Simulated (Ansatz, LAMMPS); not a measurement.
## An extra electron or hole in amorphous 29Ga2O3-71GeO2 (mol %) (86 atoms)

Aim: add and remove one electron in amorphous 29Ga2O3-71GeO2 (mol %) (86 atoms), with atoms held and relaxed, and read trapping energy and localisation.

Main program and level: Ansatz 0.2.0; Kohn-Sham DFT, r2SCAN, PAW (set soft_1), plane waves; PAW set soft_1.

**1. The system as given**

The cell holds 86 atoms: 14 Ga, 17 Ge and 55 O. Cell: a = 10.359 Å, b = 10.359 Å, c = 10.359 Å, α = 90.0°, β = 90.0°, γ = 90.0°. 86 atoms (14 Fe, 17 Ge, 55 O) placed at random at 4.41 g/cm³, melted at 5000 K for 10 ps at fixed volume with the Morse and Coulomb pair potential with partial charges (Pedone, Malavasi, Menziani, Cormack and Segre, J. Phys. Chem. B 110, 11780 (2006)). Quenched from 5000 K to 300 K at 100 K/ps and fixed volume, held 5 ps, then minimised at fixed cell. Then Fe was replaced by Ga and the cell scaled by 1.006 (the potential has no terms for the new elements, so the cell is a start for a DFT relaxation).

Limits known from the start: The quench rate of 100 K/ps is many orders above laboratory rates, so the cell is likely richer in defects and strain than a real sample. The network of bonds at the start is that of the classical potential that made the cell, and needn't be the one that DFT or experiment would give. Sampling is at Γ alone, for a cell whose shortest periodic width is 10 Å.

**2. Single point at the start**

A single point comes first, to see the forces before anything moves.

input.yaml

```yaml
crystal:
  lattice:
    - [10.35908, 0.0, 0.0]
    - [0.0, 10.35908, 0.0]
    - [0.0, 0.0, 10.35908]
  atoms:
    - { symbol: Ga, position: [0.21928, 0.44613, 0.78366] }
    - { symbol: Ga, position: [0.57541, 0.00586, 0.90982] }
    - { symbol: Ga, position: [0.27487, 0.51559, 0.44184] }
    - { symbol: Ga, position: [0.19606, 0.49704, 0.10774] }
    - { symbol: Ga, position: [0.89331, 0.39545, 0.25234] }
    - { symbol: Ga, position: [0.63789, 0.76675, 0.10173] }
    - { symbol: Ga, position: [0.94109, 0.62176, 0.43948] }
    - { symbol: Ga, position: [0.43841, 0.71408, 0.88573] }
    - { symbol: Ga, position: [0.97679, 0.34816, 0.57909] }
    - { symbol: Ga, position: [0.64686, 0.4772, 0.9025] }
    - { symbol: Ga, position: [0.57154, 0.67253, 0.42115] }
    - { symbol: Ga, position: [0.47374, 0.52902, 0.13511] }
    - { symbol: Ga, position: [0.75258, 0.61043, 0.65478] }
    - { symbol: Ga, position: [0.45944, 0.22332, 0.75009] }
    - { symbol: Ge, position: [0.79119, 0.85739, 0.38933] }
    - { symbol: Ge, position: [0.15279, 0.0401, 0.9932] }
    - { symbol: Ge, position: [0.65275, 0.25906, 0.18019] }
    - { symbol: Ge, position: [0.38802, 0.19622, 0.46526] }
    - { symbol: Ge, position: [0.36996, 0.25366, 0.02344] }
    - { symbol: Ge, position: [0.92681, 0.68047, 0.12195] }
    - { symbol: Ge, position: [0.86787, 0.17788, 0.99853] }
    - { symbol: Ge, position: [0.23857, 0.77138, 0.15632] }
    - { symbol: Ge, position: [0.11777, 0.23789, 0.3046] }
    - { symbol: Ge, position: [0.53415, 0.98966, 0.27835] }
    - { symbol: Ge, position: [0.85089, 0.85188, 0.85496] }
    - { symbol: Ge, position: [0.11805, 0.91933, 0.40076] }
    - { symbol: Ge, position: [0.68773, 0.3579, 0.49475] }
    - { symbol: Ge, position: [0.76129, 0.08015, 0.64207] }
    - { symbol: Ge, position: [0.18306, 0.08317, 0.6724] }
    - { symbol: Ge, position: [0.94919, 0.46738, 0.87478] }
    - { symbol: Ge, position: [0.46076, 0.53783, 0.6578] }
    - { symbol: O, position: [0.90067, 0.57441, 0.26521] }
    - { symbol: O, position: [0.80302, 0.79539, 0.20907] }
    - { symbol: O, position: [0.15328, 0.9643, 0.55586] }
    - { symbol: O, position: [0.03656, 0.45963, 0.71981] }
    - { symbol: O, position: [0.41922, 0.05954, 0.37377] }
    - { symbol: O, position: [0.78682, 0.98501, 0.50445] }
    - { symbol: O, position: [0.93757, 0.78853, 0.98515] }
    - { symbol: O, position: [0.51684, 0.90695, 0.1357] }
    - { symbol: O, position: [0.92215, 0.30177, 0.90356] }
    - { symbol: O, position: [0.71549, 0.12297, 0.97698] }
    - { symbol: O, position: [0.53307, 0.39908, 0.76996] }
    - { symbol: O, position: [0.99046, 0.07137, 0.01929] }
    - { symbol: O, position: [0.53651, 0.2649, 0.49751] }
    - { symbol: O, position: [0.84696, 0.99943, 0.76633] }
    - { symbol: O, position: [0.25956, 0.27459, 0.38931] }
    - { symbol: O, position: [0.44804, 0.88564, 0.85757] }
    - { symbol: O, position: [0.10099, 0.54782, 0.46159] }
    - { symbol: O, position: [0.28923, 0.28907, 0.84018] }
    - { symbol: O, position: [0.57565, 0.62583, 0.98881] }
    - { symbol: O, position: [0.34399, 0.68228, 0.06502] }
    - { symbol: O, position: [0.169, 0.03465, 0.82856] }
    - { symbol: O, position: [0.20399, 0.90464, 0.06887] }
    - { symbol: O, position: [0.98419, 0.29701, 0.39186] }
    - { symbol: O, position: [0.84146, 0.47423, 0.52202] }
    - { symbol: O, position: [0.7021, 0.85538, 0.93728] }
    - { symbol: O, position: [0.57716, 0.63255, 0.24476] }
    - { symbol: O, position: [0.57873, 0.64845, 0.72587] }
    - { symbol: O, position: [0.11017, 0.49384, 0.94198] }
    - { symbol: O, position: [0.32163, 0.52627, 0.26654] }
    - { symbol: O, position: [0.35789, 0.42014, 0.0382] }
    - { symbol: O, position: [0.23474, 0.16628, 0.07128] }
    - { symbol: O, position: [0.10017, 0.66941, 0.15207] }
    - { symbol: O, position: [0.33331, 0.42661, 0.60171] }
    - { symbol: O, position: [0.87668, 0.5486, 0.01985] }
    - { symbol: O, position: [0.8363, 0.25831, 0.14443] }
    - { symbol: O, position: [0.10202, 0.07001, 0.32085] }
    - { symbol: O, position: [0.47566, 0.24485, 0.1692] }
    - { symbol: O, position: [0.85802, 0.73875, 0.73411] }
    - { symbol: O, position: [0.7024, 0.35651, 0.32405] }
    - { symbol: O, position: [0.60263, 0.50052, 0.53737] }
    - { symbol: O, position: [0.60942, 0.09309, 0.7141] }
    - { symbol: O, position: [0.61113, 0.86514, 0.36598] }
    - { symbol: O, position: [0.63378, 0.38893, 0.06436] }
    - { symbol: O, position: [0.07749, 0.20518, 0.63423] }
    - { symbol: O, position: [0.79288, 0.48984, 0.79443] }
    - { symbol: O, position: [0.09354, 0.36443, 0.19313] }
    - { symbol: O, position: [0.65637, 0.10066, 0.25131] }
    - { symbol: O, position: [0.41158, 0.64038, 0.51248] }
    - { symbol: O, position: [0.33614, 0.1439, 0.61885] }
    - { symbol: O, position: [0.76209, 0.71005, 0.47741] }
    - { symbol: O, position: [0.9712, 0.82917, 0.39796] }
    - { symbol: O, position: [0.22831, 0.82553, 0.31456] }
    - { symbol: O, position: [0.7817, 0.24251, 0.5886] }
    - { symbol: O, position: [0.46556, 0.15642, 0.92846] }
    - { symbol: O, position: [0.34576, 0.58772, 0.78455] }
kpoints:
  mp_grid: { grid: [1, 1, 1] }
hamiltonian:
  xc: r2scan
  pseudopotentials: { kind: paw, azcp: { folder: soft_1 } }
scf:
  occupations: { method: fermi_dirac, width: 0.05 }
output:
  forces: true
```

The run is started by

```console
$ ansatz run input.yaml --threads 4 --pin off --max-ram 8192MiB --backend cpu --events-out ev --progress --plain --runs-dir out
```

Standard output:

```text
[...]
Pseudopotentials: kind: paw
Pseudopotential: Ga, paw, valence charge 13, recommended cutoff 500 eV (meta_gga), soft_1/Ga.paw.azcp
Pseudopotential: Ge, paw, valence charge 14, recommended cutoff 500 eV (meta_gga), soft_1/Ge.paw.azcp
Pseudopotential: O, paw, valence charge 6, recommended cutoff 500 eV (meta_gga), soft_1/O.paw.azcp
[...]
Crystal: 86 atoms, lattice volume = 1111.638 Å³
Basis set: ecut = 500 eV, 28257 PW (Γ), exchange–correlation on 320×320×320 points (64 copies of the dense FFT grid, shifted against one another)
Bands: 461, of which v1, the nominal top of the filled ones, is band 375 counted from 1 (374 counted from 0)
Symmetry: 1 space group operations
Space group: P1 (ITA 1), of the structure as read, at distance tolerance 1.0e-4 Å
k-points: 1
[...]
Initial density: superposition of atomic densities (chi_scale 0.1, normalization cell, long waves kept (reshape's long-wave potential 0.70 eV rms))
Initial wavefunctions: pseudopotential atomic-orbital guess
[...]
SCF iter   1: F=—  HF=-157506.879574 eV  |F-HF|=—  |Δ(HF+E_count)|=         —  Δρ=1.13e-1  dr2=8.86e1  dr2_τ=7.38e0  ethr=3.10e-3  ⟨swp⟩=5.0  Hψ=1756  notcnv=0  defer=42
preconditioner: auto → Resta (q_TF=auto, 2.555 Å⁻¹)  ε∞=3.0  [insulator: Δε(μ)=1.866 eV  Ē_g=21.323 eV  σ=0.050 eV  W_gap=1.00  n_scr=304 (ndim 8)  ℏωp=30.5 eV  f_vac=0.101  D(μ)=0.00/eV (n_scr^D=0)  ε∞_Penn≈3.0]
SCF iter   2: F=—  HF=-157487.415883 eV  |F-HF|=—  |Δ(HF+E_count)|=    1.95e1  Δρ=5.14e-2  dr2=1.55e1  dr2_τ=1.03e0  ethr=3.10e-3  ⟨swp⟩=2.0  Hψ=825  notcnv=0  defer=81
SCF iter   3: F=—  HF=-157485.622707 eV  |F-HF|=—  |Δ(HF+E_count)|=    1.79e0  Δρ=1.58e-2  dr2=2.36e0  dr2_τ=1.78e-1  ethr=2.06e-3  ⟨swp⟩=4.0  Hψ=706  notcnv=0  defer=54
automatic band count: iteration 3 solves 434 bands in place of 461: the levels show a gap, and the empty bands left out lie too high to hold charge; the band table lists the bands solved (type scf.n_extra_bands for more)
SCF iter   4: F=—  HF=-157485.366854 eV  |F-HF|=—  |Δ(HF+E_count)|=   2.56e-1  Δρ=4.67e-3  dr2=1.73e-1  dr2_τ=1.57e-2  ethr=3.14e-4  ⟨swp⟩=3.0  Hψ=758  notcnv=0  defer=53
SCF iter   5: F=—  HF=-157485.438300 eV  |F-HF|=—  |Δ(HF+E_count)|=   7.14e-2  Δρ=2.73e-3  dr2=6.52e-2  dr2_τ=6.75e-3  ethr=2.31e-5  ⟨swp⟩=3.0  Hψ=761  notcnv=0  defer=53
[...]
SCF iter  12: F=—  HF=-157485.443097 eV  |F-HF|=—  |Δ(HF+E_count)|=   2.58e-6  Δρ=7.73e-6  dr2=6.16e-7  dr2_τ=5.74e-8  ethr=2.94e-10  ⟨swp⟩=2.0  Hψ=706  notcnv=0  defer=53
SCF iter  13: F=-157485.443098 eV  HF=-157485.443098 eV  |F-HF|=6.35e-8  |Δ(HF+E_count)|=   2.70e-7  Δρ=1.96e-6  dr2=4.99e-8  dr2_τ=3.48e-9  ethr=1.33e-11  ⟨swp⟩=3.0  Hψ=1556  notcnv=0
SCF 1 converged in 13 iterations: F = -157485.443098 eV  dr2 = 4.99e-8
[...]
SCF converged after 13 iterations
Free energy (F): -157485.443098 eV
Harris-Foulkes:  -157485.443098 eV  (|F-HF|=6.35e-8)
Internal energy: -157485.443091 eV  (E = F + TS)
E sigma→0 (E₀):  -157485.443094 eV
Entropy (-TS):   -0.000006 eV (-0.000 meV/atom)
Fermi energy:    6.162873 eV
--- Per-component energies (eV) ---
[...]
Σ components = -157485.443098   (vs F -157485.443098, Δ=0.00e0)
--- Forces (eV/Å), atoms counted from 1 ---
  atom   1  Ga     0.09435565    -0.34620237     0.60005965
  atom   2  Ga     0.70952707    -0.53398659    -0.24599903
  atom   3  Ga     0.42045738     0.58773474     0.05440751
  atom   4  Ga    -0.13059317    -0.65934436     0.31954934
[...]
atom  86  O     -0.44001735     0.70569425     0.86083200
  max |Σ_I F_I| component: 9.32e-5 eV/Å
```

The job ended after 52 s (4 threads of AMD EPYC 7R43, shared host; peak memory 3.4 GiB; 3.3 min of CPU time).

The r.m.s. force at the start is 0.78 eV/Å.

**3. Relaxation**

The atoms are relaxed in the fixed cell, aiming at the force tolerance of the input.

input.yaml

```yaml
crystal:
  lattice:
    - [10.35908, 0.0, 0.0]
    - [0.0, 10.35908, 0.0]
    - [0.0, 0.0, 10.35908]
  atoms:
    [... the 86 atom lines of step 2 ...]
kpoints:
  mp_grid: { grid: [1, 1, 1] }
hamiltonian:
  xc: r2scan
  pseudopotentials: { kind: paw, azcp: { folder: soft_1 } }
scf:
  occupations: { method: fermi_dirac, width: 0.05 }
output:
  forces: true
relax:
  f_tol: 0.05
  max_steps: 120
```

Standard output:

```text
[...]
Crystal: 86 atoms, lattice volume = 1111.638 Å³
Basis set: ecut = 500 eV, 28257 PW (Γ), exchange–correlation on 320×320×320 points (64 copies of the dense FFT grid, shifted against one another)
Bands: 461, of which v1, the nominal top of the filled ones, is band 375 counted from 1 (374 counted from 0)
Symmetry: 1 space group operations
[...]
k-points: 1
[...]
SCF iter   1: F=—  HF=-157506.879575 eV  |F-HF|=—  |Δ(HF+E_count)|=         —  Δρ=1.13e-1  dr2=8.86e1  dr2_τ=7.38e0  ethr=3.10e-3  ⟨swp⟩=5.0  Hψ=1756  notcnv=0  defer=42
[...]
SCF iter   5: F=—  HF=-157485.438273 eV  |F-HF|=—  |Δ(HF+E_count)|=   7.14e-2  Δρ=2.73e-3  dr2=6.52e-2  dr2_τ=6.75e-3  ethr=2.31e-5  ⟨swp⟩=3.0  Hψ=761  notcnv=0  defer=53
[...]
SCF iter   9: F=—  HF=-157485.443073 eV  |F-HF|=—  |Δ(HF+E_count)|=   2.16e-4  Δρ=9.46e-5  dr2=8.95e-5  dr2_τ=8.50e-6  ethr=2.36e-8  ⟨swp⟩=2.0  Hψ=756  notcnv=0  defer=53
SCF iter  10: F=-157485.443096 eV  HF=-157485.443082 eV  |F-HF|=1.37e-5  |Δ(HF+E_count)|=   9.28e-6  Δρ=1.77e-5  dr2=5.39e-6  dr2_τ=2.30e-7  ethr=8.33e-9  ⟨swp⟩=4.0  Hψ=1425  notcnv=0
SCF 1 converged in 10 iterations: F = -157485.443096 eV  dr2 = 5.39e-6
[...]
relax step   1: F+E_penalty+E_count = -157485.44309551 eV  Δ(F+E_penalty+E_count) = +0.000e0 eV  max|allowed force component| = 2.581e0 eV/Å  Δτ_max = 0.0000 Å  (10 SCF iters, dr2 threshold 6.25e-5 eV, accepted)
[... from here on, the SCF cycles and remarks between the steps are left out ...]
relax step   2: F+E_penalty+E_count = -157488.61204503 eV  Δ(F+E_penalty+E_count) = -3.169e0 eV  max|allowed force component| = 1.105e0 eV/Å  Δτ_max = 0.1326 Å  (7 SCF iters, dr2 threshold 1.00e-4 eV, accepted)
relax step   3: F+E_penalty+E_count = -157489.89484084 eV  Δ(F+E_penalty+E_count) = -1.283e0 eV  max|allowed force component| = 6.069e-1 eV/Å  Δτ_max = 0.1254 Å  (7 SCF iters, dr2 threshold 7.64e-5 eV, accepted)
relax step   4: F+E_penalty+E_count = -157490.56782731 eV  Δ(F+E_penalty+E_count) = -6.730e-1 eV  max|allowed force component| = 6.932e-1 eV/Å  Δτ_max = 0.2000 Å  (7 SCF iters, dr2 threshold 6.76e-5 eV, accepted)
relax step   5: F+E_penalty+E_count = -157490.95068051 eV  Δ(F+E_penalty+E_count) = -3.829e-1 eV  max|allowed force component| = 9.771e-1 eV/Å  Δτ_max = 0.1950 Å  (7 SCF iters, dr2 threshold 1.00e-4 eV, accepted)
relax step   6: F+E_penalty+E_count = -157491.55210193 eV  Δ(F+E_penalty+E_count) = -6.014e-1 eV  max|allowed force component| = 5.834e-1 eV/Å  Δτ_max = 0.2000 Å  (7 SCF iters, dr2 threshold 1.00e-4 eV, accepted)
relax step   7: F+E_penalty+E_count = -157491.93495156 eV  Δ(F+E_penalty+E_count) = -3.828e-1 eV  max|allowed force component| = 2.485e-1 eV/Å  Δτ_max = 0.2000 Å  (7 SCF iters, dr2 threshold 1.00e-4 eV, accepted)
relax step   8: F+E_penalty+E_count = -157492.09330161 eV  Δ(F+E_penalty+E_count) = -1.584e-1 eV  max|allowed force component| = 1.180e-1 eV/Å  Δτ_max = 0.2000 Å  (8 SCF iters, dr2 threshold 1.12e-5 eV, accepted)
relax step   9: F+E_penalty+E_count = -157492.11209608 eV  Δ(F+E_penalty+E_count) = -1.879e-2 eV  max|allowed force component| = 9.995e-2 eV/Å  Δτ_max = 0.1000 Å  (8 SCF iters, dr2 threshold 2.53e-6 eV, accepted)
relax step  10: F+E_penalty+E_count = -157492.10711300 eV  Δ(F+E_penalty+E_count) = +4.983e-3 eV  max|allowed force component| = 2.301e-1 eV/Å  Δτ_max = 0.0257 Å  (9 SCF iters, rejected (line search))
relax step  11: F+E_penalty+E_count = -157492.12000105 eV  Δ(F+E_penalty+E_count) = -7.905e-3 eV  max|allowed force component| = 7.325e-2 eV/Å  Δτ_max = 0.0125 Å  (9 SCF iters, accepted)
relax step  12: F+E_penalty+E_count = -157492.11783416 eV  Δ(F+E_penalty+E_count) = +2.167e-3 eV  max|allowed force component| = 1.569e-1 eV/Å  Δτ_max = 0.1000 Å  (8 SCF iters, dr2 threshold 2.88e-6 eV, rejected (line search))
relax step  13: F+E_penalty+E_count = -157492.12201729 eV  Δ(F+E_penalty+E_count) = -2.016e-3 eV  max|allowed force component| = 1.285e-1 eV/Å  Δτ_max = 0.0488 Å  (9 SCF iters, accepted)
relax step  14: F+E_penalty+E_count = -157492.12552721 eV  Δ(F+E_penalty+E_count) = -3.510e-3 eV  max|allowed force component| = 3.285e-2 eV/Å  Δτ_max = 0.0500 Å  (7 SCF iters, dr2 threshold 8.87e-6 eV, accepted)
relax step  15: F+E_penalty+E_count = -157492.12552763 eV  Δ(F+E_penalty+E_count) = -4.162e-7 eV  max|allowed force component| = 3.291e-2 eV/Å  Δτ_max = 0.0000 Å  (4 SCF iters, accepted)
relax step  16: F+E_penalty+E_count = -157492.13508224 eV  Δ(F+E_penalty+E_count) = -9.555e-3 eV  max|allowed force component| = 1.107e-1 eV/Å  Δτ_max = 0.0733 Å  (9 SCF iters, accepted)
relax step  17: F+E_penalty+E_count = -157492.16946093 eV  Δ(F+E_penalty+E_count) = -3.438e-2 eV  max|allowed force component| = 2.260e-1 eV/Å  Δτ_max = 0.1097 Å  (7 SCF iters, dr2 threshold 1.23e-5 eV, accepted)
relax step  18: F+E_penalty+E_count = -157492.25393839 eV  Δ(F+E_penalty+E_count) = -8.448e-2 eV  max|allowed force component| = 3.587e-1 eV/Å  Δτ_max = 0.1643 Å  (7 SCF iters, dr2 threshold 5.11e-5 eV, accepted)
relax step  19: F+E_penalty+E_count = -157492.27764090 eV  Δ(F+E_penalty+E_count) = -2.370e-2 eV  max|allowed force component| = 1.307e0 eV/Å  Δτ_max = 0.1949 Å  (6 SCF iters, dr2 threshold 1.00e-4 eV, accepted)
relax step  20: F+E_penalty+E_count = -157492.43092878 eV  Δ(F+E_penalty+E_count) = -1.533e-1 eV  max|allowed force component| = 1.843e-1 eV/Å  Δτ_max = 0.2000 Å  (6 SCF iters, dr2 threshold 1.00e-4 eV, accepted)
relax step  21: F+E_penalty+E_count = -157492.42926954 eV  Δ(F+E_penalty+E_count) = +1.659e-3 eV  max|allowed force component| = 1.914e-1 eV/Å  Δτ_max = 0.2000 Å  (10 SCF iters, rejected (line search))
relax step  22: F+E_penalty+E_count = -157492.45277520 eV  Δ(F+E_penalty+E_count) = -2.185e-2 eV  max|allowed force component| = 2.026e-1 eV/Å  Δτ_max = 0.0856 Å  (10 SCF iters, accepted)
relax step  23: F+E_penalty+E_count = -157492.45833706 eV  Δ(F+E_penalty+E_count) = -5.562e-3 eV  max|allowed force component| = 2.414e-1 eV/Å  Δτ_max = 0.0396 Å  (7 SCF iters, dr2 threshold 2.57e-6 eV, accepted)
relax step  24: F+E_penalty+E_count = -157492.46261976 eV  Δ(F+E_penalty+E_count) = -4.283e-3 eV  max|allowed force component| = 4.363e-2 eV/Å  Δτ_max = 0.0206 Å  (5 SCF iters, dr2 threshold 5.83e-5 eV, accepted)
relax step  25: F+E_penalty+E_count = -157492.46262368 eV  Δ(F+E_penalty+E_count) = -3.925e-6 eV  max|allowed force component| = 4.440e-2 eV/Å  Δτ_max = 0.0000 Å  (4 SCF iters, accepted)
[...]
SCF iter   2: F=-157492.462624 eV  HF=-157492.462624 eV  |F-HF|=3.66e-8  |Δ(HF+E_count)|=   3.67e-8  Δρ=1.55e-6  dr2=3.47e-8  dr2_τ=1.12e-9  ethr=1.13e-11  ⟨swp⟩=3.0  Hψ=1212  notcnv=0
SCF 26 converged in 2 iterations: F = -157492.462624 eV  dr2 = 3.47e-8
SCF converged after 2 iterations
Free energy (F): -157492.462624 eV
[...]
Internal energy: -157492.462624 eV  (E = F + TS)
E sigma→0 (E₀):  -157492.462624 eV
Fermi energy:    6.342354 eV
[...]
Σ components = -157492.462624   (vs F -157492.462624, Δ=0.00e0)
--- Forces (eV/Å), atoms counted from 1 ---
  atom   1  Ga     0.00946238    -0.00569504    -0.00091394
  atom   2  Ga     0.01232009    -0.00919555    -0.02789699
  atom   3  Ga    -0.00632361    -0.00142721    -0.01014409
  atom   4  Ga     0.00055316     0.01165907     0.00138996
[...]
atom  86  O     -0.01280264    -0.00073145     0.00248663
  max |Σ_I F_I| component: 1.55e-4 eV/Å
--- Relaxed structure (25 steps of the walk, 22 accepted, 0 SCFs on fresh bases) ---
  F+E_penalty+E_count = -157492.46262368 eV   max|allowed force component| = 4.440e-2 eV/Å
  atoms:
    - { symbol: Ga, position: [0.229657, 0.458666, 0.796071] }
    - { symbol: Ga, position: [0.561807, -0.00985174, 0.900485] }
    - { symbol: Ga, position: [0.282291, 0.569201, 0.459908] }
    - { symbol: Ga, position: [0.179804, 0.483422, 0.134188] }
[...]
- { symbol: O, position: [0.357549, 0.588871, 0.795392] }
```

Run time: 14 min. Hardware: 4 threads; peak memory 3.4 GiB; 54 min of CPU time.

The relaxation converged after 25 steps, 7.02 eV below its start, with a largest force component of 0.044 eV/Å.

[end of part 1 of 4]

[Long decimals in the printed logs are rounded to 6 places.]

[Logs are printed without paths, hosts, clocks, repeated set-up lines and the standing remarks that a program may print on its own settings, such as how far it seeks lower states.]

[Hosts, paths, dates, database ids (printed as entryN), source tags and the programs' standing remarks are cut or masked in the printed files.]
